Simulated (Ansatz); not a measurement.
# Optical response of SiC (Moissanite), part 2 of 2

What colour and refractive index does SiC (Moissanite) have at this level of theory?

Ansatz 0.2.0; DFT, PBE, plane-wave PAW, default files, scalar-relativistic, independent-particle optical response without local fields.

So far, electronic dielectric constant ε∞, mean of the axes: step 3 (spectrum) 7.29.

## 4. Static response with local fields

Perturbation theory gives the static response with local fields and the functional's kernel, and it needs no empty bands.

This step: DFT, PBE, plane-wave PAW, default files, scalar-relativistic, static field response by perturbation theory with local fields (Ansatz 0.2.0).

Input file input.yaml:

```yaml
crystal:
  lattice:
    - [3.076, 0.0, 0.0]
    - [-1.538, 2.663894142, 0.0]
    - [0.0, 0.0, 5.048]
  atoms:
    - { symbol: Si, position: [0.6666666667, 0.3333333333, 0.5] }
    - { symbol: Si, position: [0.3333333333, 0.6666666667, 0.0] }
    - { symbol: C, position: [0.6666666667, 0.3333333333, 0.885] }
    - { symbol: C, position: [0.3333333333, 0.6666666667, 0.385] }
kpoints:
  mp_grid: { grid: [8, 8, 5] }
scf:
  occupations: { method: fixed }
hamiltonian:
  xc: pbe
  pseudopotentials: { kind: paw }
dielectric: {}
```

Launch:

```
$ ansatz run input.yaml --threads 4 --pin off --max-ram 8192MiB --backend cpu --events-out ev --progress --plain --runs-dir out
```

Standard output:

```text
[...]
Crystal: 4 atoms, lattice volume = 41.364 Å³
Basis set: ecut = 420 eV, 785 PW (Γ), exchange–correlation on 48×48×72 points (8 copies of the dense FFT grid, shifted against one another)
Bands: 12, of which v1, the nominal top of the filled ones, is band 8 counted from 1 (7 counted from 0)
Symmetry: 12 space group operations
k-points: 93 of 320 (irreducible under 2 space group operations, time reversal used)
[...]
SCF iter   1: F=—  HF=-1774.264902 eV  |F-HF|=—  |Δ(HF+E_count)|=         —  Δρ=2.40e-3  dr2=2.54e-3  ethr=1.77e-3  ⟨swp⟩=4.4  Hψ=6456  notcnv=0  defer=181
[...]
SCF iter   7: F=-1774.264894 eV  HF=-1774.264894 eV  |F-HF|=7.73e-12  |Δ(HF+E_count)|=  1.80e-10  Δρ=1.18e-7  dr2=3.39e-12  ethr=1.00e-12  ⟨swp⟩=3.6  Hψ=4069  notcnv=0
SCF 1 converged in 7 iterations: F = -1774.264894 eV  dr2 = 3.39e-12
[...]
DFPT response loops at Γ: preconditioner auto → Resta (q_TF=auto, 2.329 Å⁻¹)  ε∞=4.8 (no band partly filled); β = 1.00, the filter's whole step (`scf.mixing.beta` (0.50) is not read by the response loops at its default; to damp them type it under 1.00, their step now; it binds the ground state too); Broyden in place of MSR1
── the response to a field inside a basis, on 8×8×6 k-points: an SCF that follows is theirs, and a resumed run solves both again ──
Bands: 9, of which v1, the nominal top of the filled ones, is band 8 counted from 1 (7 counted from 0)
k-points: 60 of 384 (irreducible under 4 space group operations, time reversal used)
[...]
Eigensolver: Dense (60 Hₖ)
SCF iter   1: F=—  HF=-1774.266283 eV  |F-HF|=—  |Δ(HF+E_count)|=         —  Δρ=2.64e-4  dr2=4.95e-6  ethr=1.00e-1
[...]
SCF iter   3: F=-1774.266291 eV  HF=-1774.266291 eV  |F-HF|=1.26e-9  |Δ(HF+E_count)|=   1.93e-6  Δρ=3.36e-6  dr2=1.65e-9  ethr=7.55e-9
SCF 1 converged in 3 iterations: F = -1774.266291 eV  dr2 = 1.65e-9
[...]
SCF converged after 7 iterations
Free energy (F): -1774.264894 eV
[...]
Internal energy: -1774.264894 eV  (E = F + TS)
E sigma→0 (E₀):  -1774.264894 eV
Fermi energy:    9.784123 eV
[...]
--- Band table (eV; the first three rows and the last of 93) ---
  k-point 0: bands = [... 4 lower, 8.2273, 9.5073, 9.5073, 9.7841, 14.4016, 15.7946, 16.2904, 16.2904]
  k-point 1: bands = [... 4 lower, 8.3335, 8.7103, 9.3663, 9.3663, 14.5816, 16.3595, 16.3595, 16.5982]
  k-point 2: bands = [... 4 lower, 8.6253, 8.6253, 9.0183, 9.0183, 15.1089, 15.9268, 16.6739, 16.6739]
  k-point 92: bands = [... 4 lower, 4.6323, 5.3262, 6.9920, 8.1072, 14.3846, 14.5333, 16.4641, 16.6346]
--- Dielectric response (ions clamped): 3 representative field directions + reference, inside a basis on a mesh of 384 k-points (Σ response iterations 12) ---
  ε∞ (high-frequency dielectric tensor):
        6.861732     0.000000    -0.000000
        0.000000     6.861732     0.000000
       -0.000000     0.000000     7.444700
  Born effective charges Z* (e; rows j = field, columns β = displacement):
    site 0:
         2.68038   -0.00000    0.00000
         0.00000    2.68038    0.00000
         0.00000    0.00000    2.92533
    site 1:
         2.68038   -0.00000    0.00000
         0.00000    2.68038   -0.00000
         0.00000   -0.00000    2.92533
    site 2:
        -2.68038   -0.00000   -0.00000
        -0.00000   -2.68038    0.00000
        -0.00000   -0.00000   -2.92533
    site 3:
        -2.68038    0.00000    0.00000
         0.00000   -2.68038   -0.00000
         0.00000    0.00000   -2.92533
  Z* charge neutrality: 1.669e-2 e pre-enforcement
  solved inside a basis spanned on kpoints, on 8×8×6 k-points, its susceptibility summed on 16×16×8: ε∞ is read to err by 4.3e-2, Z* by 3.0e-2 e (field_mesh: kpoints solves on kpoints); Z* is corrected for what the basis lacks
```

It took 7.9 s on 4 threads of Intel Xeon Platinum 8559C (Emerald Rapids), shared host; peak memory 0.54 GiB.

Numbers from this step:

```
electronic dielectric constant ε∞, mean of the axes : 7.056
```

ε∞ with local fields:

```
6.86 0.00 0.00
0.00 6.86 0.00
0.00 0.00 7.44
```

Diagonal elements. Born, by row:

| atom | Z*xx (e) | Z*yy (e) | Z*zz (e) |
| --- | --- | --- | --- |
| Si1 | 2.68 | 2.68 | 2.925 |
| Si2 | 2.68 | 2.68 | 2.925 |
| C3 | -2.68 | -2.68 | -2.925 |
| C4 | -2.68 | -2.68 | -2.925 |

Mean Born charges are Si +2.76 and C -2.76, against formal valences of +4 and -4. They fall short of the ionic values, as in covalent bonds.

## 5. Outcome

| Quantity | Value |
| --- | --- |
| gap on the path | 2.32 eV |
| least direct gap on the path | 4.08 eV |
| electronic dielectric constant ε∞, mean of the axes (independent particles) | 7.29 |
| absorption onset, first axis (α over 10⁴ cm⁻¹, or the direct gap if that lies higher) | 4.68 eV |
| main peak of Im epsilon, first axis | 6.50 eV |
| electronic dielectric constant ε∞, mean of the axes (static response with local fields) | 7.06 |

What this shows: At this level (PBE, independent particles) SiC has a mean ε∞ = 7.29 (7.06 with local fields) and n = 2.68 at 1550 nm (E ∥ x); absorption sets in near 4.7 eV, and Im ε peaks at 6.5 eV (E ∥ x). The gap is indirect (2.32 eV), so absorption without phonons can begin only at the direct gap of 4.08 eV. Absorption becomes strong only at 4.68 eV, 0.60 eV above the least direct gap: the lowest transitions are weak or forbidden for this polarisation, or few states take part. Im ε has its chief maxima at 6.50 eV (22) and 8.04 eV (13) for E ∥ x or y. The static values by axis are 7.11 (xy), 7.67 (z). The first strong peak, at 6.50 eV, fits the second-highest filled and the lowest empty band, which run nearly parallel at that distance over 57 % of K–Γ; the match rests on energies alone. Through 1 µm of it, D65 light comes out colourless, dimmed by reflection (x = 0.315, y = 0.331; 63 % transmitted). At 1064 nm the birefringence n(z) − n(x) is +0.109: the crystal is uniaxial positive at this level. In the base spectrum excitons and phonon-assisted transitions are missing, and so are local fields; PBE gaps are as a rule too small, which pulls the onset down and ε∞ up. In the base run ε includes the program's bounded estimate of what the bands above those summed add.

[Long decimals in the printed logs are rounded to 6 places.]

[Logs are printed without paths, hosts, clocks, repeated set-up lines and the standing remarks that a program may print on its own settings, such as how far it seeks lower states.]

[Hosts, paths, dates, database ids (printed as entryN), source tags and the programs' standing remarks are cut or masked in the printed files.]

[Where the starting crystal was built by hand or by swapping elements, it need not be the compound's stable phase.]

[The count of steps not shown may lack steps that the program refused or didn't finish.]
